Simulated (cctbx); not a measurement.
**A crystallographic session in cctbx: SrAl2Ir2**

Library: cctbx 2025.11. The data are simulated by the first script.

## 1. Simulate the data

run.py:

```python
from cctbx import adptbx, crystal, miller, sgtbx, xray
from cctbx.array_family import flex
from iotbx.shelx import hklf
from scitbx import matrix
import scitbx.random

cs = crystal.symmetry(unit_cell=(6.493, 10.001, 11.49, 90, 90, 90), space_group_symbol='Hall: F 2 2 -1d')  # Fddd
atoms = [  # label, site, U (iso, or U11 U22 U33 U12 U13 U23 in A^2), occupancy
    ("Ir1", (0.5, 0, 0.3665), 0.0034, 1),
    ("Sr1", (0.5, 0, 0), 0.0044, 1),
    ("Al1", (0.5, 0.3154, 0), 0.0075, 1),
]
xs = xray.structure(crystal_symmetry=cs)
for label, site, u, occ in atoms:
    u = adptbx.u_cif_as_u_star(cs.unit_cell(), u) if isinstance(u, tuple) else u
    xs.add_scatterer(xray.scatterer(label, site=site, u=u, occupancy=occ))
xs.set_inelastic_form_factors(0.7749, "sasaki")
xs.show_summary()
p1 = xs.expand_to_p1()
ms = miller.build_set(p1, anomalous_flag=True, d_min=0.6)
flex.set_random_seed(55455)
scitbx.random.set_random_seed(55455)
ms = ms.select(flex.random_double(ms.size()) < 0.5)
i = ms.structure_factors_from_scatterers(p1, algorithm="direct").f_calc().as_intensity_array().data()
i = i * 20000 / flex.max(i)
sig = flex.sqrt(i + flex.pow2(0.03 * i) + 2 ** 2)
noise = scitbx.random.variate(scitbx.random.normal_distribution())(i.size())
data = ms.array(data=i + sig * noise, sigmas=sig).set_observation_type_xray_intensity()
with open("data.hkl", "w") as f:
    data.export_as_shelx_hklf(f)
print("reflections written:", data.size(), " <I/sigma> = %.1f" % flex.mean(data.data() / data.sigmas()))
for h, a, b in list(data.sort("data"))[:12]:
    print("%4d%4d%4d %9.1f %7.1f" % (h + (a, b)))
```

```console
$ python run.py
```

```text
Number of scatterers: 3
At special positions: 3
Unit cell: (6.493, 10.001, 11.49, 90, 90, 90)
Space group: F d d d :1 (No. 70)
reflections written: 7131  <I/sigma> = 3.9
   4   0   0   19490.3   570.7
   0   4   0   19190.5   616.4
  -4   0   0   18365.2   570.7
   2   2   0   18339.1   555.0
  -2   6   0   17026.1   500.8
   2   6   0   16204.6   500.8
  -2  -6   0   15738.9   500.8
   0   0  -8   14263.0   442.0
   0   0   8   13878.0   442.0
  -4  -4   0   11920.7   383.6
  -4   4   0   11413.6   383.6
  -4   0   8   10431.2   311.1
```

It took 0.55 s on 1 thread of Arm Neoverse N1, on a shared host, peak memory 0.07 GiB.

## 2. Refinement (right model, isotropic)

run.py:

```python
import math
from cctbx import adptbx, crystal, maptbx, sgtbx, xray
from cctbx.array_family import flex
from cctbx.xray import observations
from iotbx.shelx import hklf
from scitbx.lstbx import normal_eqns_solving
from smtbx import absolute_structure, utils
from smtbx.refinement import constraints, least_squares

cs = crystal.symmetry(unit_cell=(6.493, 10.001, 11.49, 90, 90, 90), space_group_symbol='Hall: F 2 2 -1d')  # Fddd
atoms = [  # label, site, U (iso, or U11 U22 U33 U12 U13 U23 in A^2), occupancy
    ("Ir1", (0.5, 0, 0.3711), 0.0200, 1),
    ("Sr1", (0.5, 0, 0), 0.0200, 1),
    ("Al1", (0.5, 0.3168, 0), 0.0200, 1),
]
xs = xray.structure(crystal_symmetry=cs)
for label, site, u, occ in atoms:
    u = adptbx.u_cif_as_u_star(cs.unit_cell(), u) if isinstance(u, tuple) else u
    xs.add_scatterer(xray.scatterer(label, site=site, u=u, occupancy=occ))
xs.set_inelastic_form_factors(0.7749, "sasaki")
raw = hklf.reader(file_name="data.hkl").as_miller_arrays(crystal_symmetry=cs, anomalous=True)[0]
merged = raw.eliminate_sys_absent().merge_equivalents()
fo2 = merged.array().set_observation_type_xray_intensity()
print("Rint %.3f, %d unique reflections to %.2f A" % (merged.r_int(), fo2.size(), fo2.d_min()))
for sc in xs.scatterers():
    sc.flags.set_grad_site(True)
    sc.flags.set_grad_u_aniso(sc.flags.use_u_aniso())
    sc.flags.set_grad_u_iso(sc.flags.use_u_iso())
obs = fo2.as_xray_observations()
extra = {}
rep = constraints.reparametrisation(xs, [], utils.connectivity_table(xs), **extra)
ls = least_squares.crystallographic_ls(obs, rep, weighting_scheme=least_squares.mainstream_shelx_weighting(a=0, b=0))
print("cycle     R1     wR2    GooF  max shift (A)")
for cycle in range(8):
    ls.build_up()
    r1, wr2, goof = ls.r1_factor(cutoff_factor=2)[0], ls.wR2(), ls.goof()
    old = xs.sites_cart()
    normal_eqns_solving.levenberg_marquardt_iterations(ls, n_max_iterations=3, tau=1e-06, step_threshold=1e-7)
    big = flex.max((xs.sites_cart() - old).norms())
    print("%4d %7.4f %7.4f %7.3f %9.5f" % (cycle + 1, r1, wr2, goof, big))
    ls.build_up(objective_only=True)
    if abs(ls.wR2() - wr2) < 5e-5 and big < 5e-4:
        break
ls.build_up()
print("final R1 %.4f wR2 %.4f GooF %.3f  parameters %d  data/parameter %.1f" % (ls.r1_factor(cutoff_factor=2)[0], ls.wR2(), ls.goof(), ls.n_parameters, fo2.size() / ls.n_parameters))
cov = ls.covariance_matrix_and_annotations()
su = dict(zip(cov.annotations, (math.sqrt(max(v, 0)) for v in cov.matrix.matrix_packed_u_diagonal())))
a2 = cs.unit_cell().reciprocal_parameters()[0] ** -2
print("atom        x        y        z      Ueq    occ   su(xyz)  su(Uiso or U11)")
for sc in xs.scatterers():
    s = max(su.get(sc.label + k, 0) for k in (".x", ".y", ".z"))
    npd = "" if sc.is_positive_definite_u(cs.unit_cell()) else "  NPD"
    print("%-5s %8.5f %8.5f %8.5f %8.4f %6.3f %8.5f %7.4f%s" % ((sc.label,) + sc.site + (sc.u_iso_or_equiv(cs.unit_cell()), sc.occupancy, s, su.get(sc.label + ".uiso", su.get(sc.label + ".u11", 0) * a2), npd)))
fo = fo2.f_sq_as_f()
fc = fo.structure_factors_from_scatterers(xs, algorithm="direct").f_calc()
diff = fo.f_obs_minus_f_calc(1 / math.sqrt(ls.scale_factor()), fc).average_bijvoet_mates()
m = diff.fft_map(symmetry_flags=maptbx.use_space_group_symmetry, resolution_factor=0.25).apply_volume_scaling()
print("difference map: max %.2f min %.2f rms %.2f" % (m.statistics().max(), m.statistics().min(), m.statistics().sigma()))
peaks = m.peak_search(parameters=maptbx.peak_search_parameters(min_distance_sym_equiv=0.6, max_clusters=6)).all()
near = xs.closest_distances(peaks.sites(), distance_cutoff=4)
sps = cs.special_position_settings(min_distance_sym_equiv=0.5)
for k, (x, h) in enumerate(zip(peaks.sites(), peaks.heights())):
    ss = sps.site_symmetry(x)
    print("Q%-3d %7.4f %7.4f %7.4f %4d %7.2f  %.2f A from %s" % ((k + 1,) + tuple(t % 1 for t in ss.exact_site()) + (ss.multiplicity(), h, near.smallest_distances[k], xs.scatterers()[near.i_seqs[k]].label)))
```

```console
$ python run.py
```

```text
Rint 0.026, 444 unique reflections to 0.60 A
cycle     R1     wR2    GooF  max shift (A)
   1  0.3008  0.6257  22.824   0.05294
   2  0.0109  0.0273   0.996   0.00001
final R1 0.0109 wR2 0.0273 GooF 0.996  parameters 5  data/parameter 88.8
atom        x        y        z      Ueq    occ   su(xyz)  su(Uiso or U11)
Ir1    0.50000  0.00000  0.36649   0.0034  1.000  0.00001  0.0000
Sr1    0.50000  0.00000  0.00000   0.0044  1.000  0.00000  0.0001
Al1    0.50000  0.31539  0.00000   0.0076  1.000  0.00012  0.0002
difference map: max 1.14 min -1.13 rms 0.30
Q1    0.0000  0.1333  0.5000   16    1.20  1.33 A from Sr1
Q2    0.0049  0.1249  0.2444   32    1.06  1.70 A from Al1
Q3    0.0094  0.1340  0.3883   32    1.05  1.86 A from Sr1
Q4    0.0244  0.0920  0.8049   32    0.98  1.17 A from Ir1
Q5    0.0049  0.1292  0.1132   32    0.95  1.31 A from Ir1
Q6    0.0858  0.0081  0.5274   32    0.95  0.64 A from Sr1
```

Time: 0.79 s.

## 3. Refinement (right model, anisotropic)

run.py, as its changes from the last script of this kind:

```diff
@@ -12,3 +12,3 @@
-    ("Ir1", (0.5, 0, 0.3711), 0.0200, 1),
-    ("Sr1", (0.5, 0, 0), 0.0200, 1),
-    ("Al1", (0.5, 0.3168, 0), 0.0200, 1),
+    ("Ir1", (0.5, 0, 0.36649), 0.0034, 1),
+    ("Sr1", (0.5, 0, 0), 0.0044, 1),
+    ("Al1", (0.5, 0.31539, 0), 0.0076, 1),
@@ -20,0 +21 @@
+xs.convert_to_anisotropic()
```

```console
$ python run.py
```

```text
Rint 0.026, 444 unique reflections to 0.60 A
cycle     R1     wR2    GooF  max shift (A)
   1  0.0109  0.0273   1.006   0.00006
   2  0.0109  0.0272   1.002   0.00000
final R1 0.0109 wR2 0.0272 GooF 1.002  parameters 13  data/parameter 34.2
atom        x        y        z      Ueq    occ   su(xyz)  su(Uiso or U11)
Ir1    0.50000  0.00000  0.36649   0.0034  1.000  0.00001  0.0001
Sr1    0.50000  0.00000  0.00000   0.0044  1.000  0.00000  0.0002
Al1    0.50000  0.31540  0.00000   0.0076  1.000  0.00012  0.0005
difference map: max 1.23 min -1.16 rms 0.35
Q1    0.0590  0.0191  0.6379   32    1.26  1.64 A from Sr1
Q2    0.0000  0.1335  0.5000   16    1.19  1.34 A from Sr1
Q3    0.0360  0.0890  0.7919   32    1.11  1.26 A from Ir1
Q4    0.0666  0.0809  0.8749   32    1.09  0.92 A from Ir1
Q5    0.0054  0.1243  0.2450   32    1.05  1.70 A from Al1
Q6    0.1179  0.0553  0.0611   32    1.04  1.26 A from Ir1
```

Time: 0.66 s.

## 4. Refinement

run.py, as its changes from the last script of this kind:

```diff
@@ -20 +20 @@
-xs.set_inelastic_form_factors(0.7749, "sasaki")
+# no anomalous dispersion
@@ -35 +35 @@
-for cycle in range(8):
+for cycle in range(12):
```

```console
$ python run.py
```

```text
Rint 0.026, 444 unique reflections to 0.60 A
cycle     R1     wR2    GooF  max shift (A)
   1  0.0659  0.1630   6.000   0.00234
   2  0.0176  0.0453   1.669   0.00001
final R1 0.0176 wR2 0.0453 GooF 1.669  parameters 13  data/parameter 34.2
atom        x        y        z      Ueq    occ   su(xyz)  su(Uiso or U11)
Ir1    0.50000  0.00000  0.36651   0.0035  1.000  0.00002  0.0001
Sr1    0.50000  0.00000  0.00000   0.0135  1.000  0.00000  0.0004
Al1    0.50000  0.31562  0.00000   0.0069  1.000  0.00020  0.0008
difference map: max 1.95 min -4.80 rms 0.54
Q1    0.0000  0.0000  0.0329   16    1.99  1.16 A from Ir1
Q2    0.1289  0.0000  0.5000   16    1.68  0.84 A from Sr1
Q3    0.0864  0.0149  0.8277   32    1.53  0.73 A from Ir1
Q4    0.0042  0.1311  0.2441   32    1.49  1.73 A from Al1
Q5    0.0784  0.1356  0.4533   32    1.31  1.54 A from Sr1
Q6    0.0992  0.0060  0.2608   32    1.27  1.15 A from Al1
```

Time: 0.69 s.

This run holds a fault made on purpose: anomalous dispersion left out.

## 5. Refinement

run.py, as its changes from the last script of this kind:

```diff
@@ -14 +13,0 @@
-    ("Al1", (0.5, 0.31539, 0), 0.0076, 1),
@@ -20 +19 @@
-# no anomalous dispersion
+xs.set_inelastic_form_factors(0.7749, "sasaki")
```

```console
$ python run.py
```

```text
Rint 0.026, 444 unique reflections to 0.60 A
cycle     R1     wR2    GooF  max shift (A)
   1  0.1047  0.2627   9.617   0.00224
   2  0.1052  0.2574   9.421   0.00000
final R1 0.1052 wR2 0.2574 GooF 9.421  parameters 8  data/parameter 55.5
atom        x        y        z      Ueq    occ   su(xyz)  su(Uiso or U11)
Ir1    0.50000  0.00000  0.36630   0.0019  1.000  0.00009  0.0006
Sr1    0.50000  0.00000  0.00000   0.0026  1.000  0.00000  0.0021
difference map: max 72.22 min -4.03 rms 3.03
Q1    0.0000  0.1844  0.0000   16   73.09  2.20 A from Ir1
Q2    0.0000  0.0000  0.1256   16   27.27  0.09 A from Ir1
Q3    0.0000  0.0000  0.5000    8    7.99  0.00 A from Sr1
Q4    0.0771  0.1790  0.9378   32    2.86  2.03 A from Ir1
Q5    0.0000  0.1318  0.5000   16    2.69  1.32 A from Sr1
Q6    0.0577  0.2465  0.0466   32    2.65  1.48 A from Ir1
```

Run time: 0.7 s on 1 thread of Arm Neoverse N1, with other jobs on the host, peak memory 0.09 GiB.

This run holds a fault made on purpose: atom left out: Al1.

[Logs are printed without paths, hosts, clocks, repeated set-up lines and the standing remarks that a program may print on its own settings, such as how far it seeks lower states.]
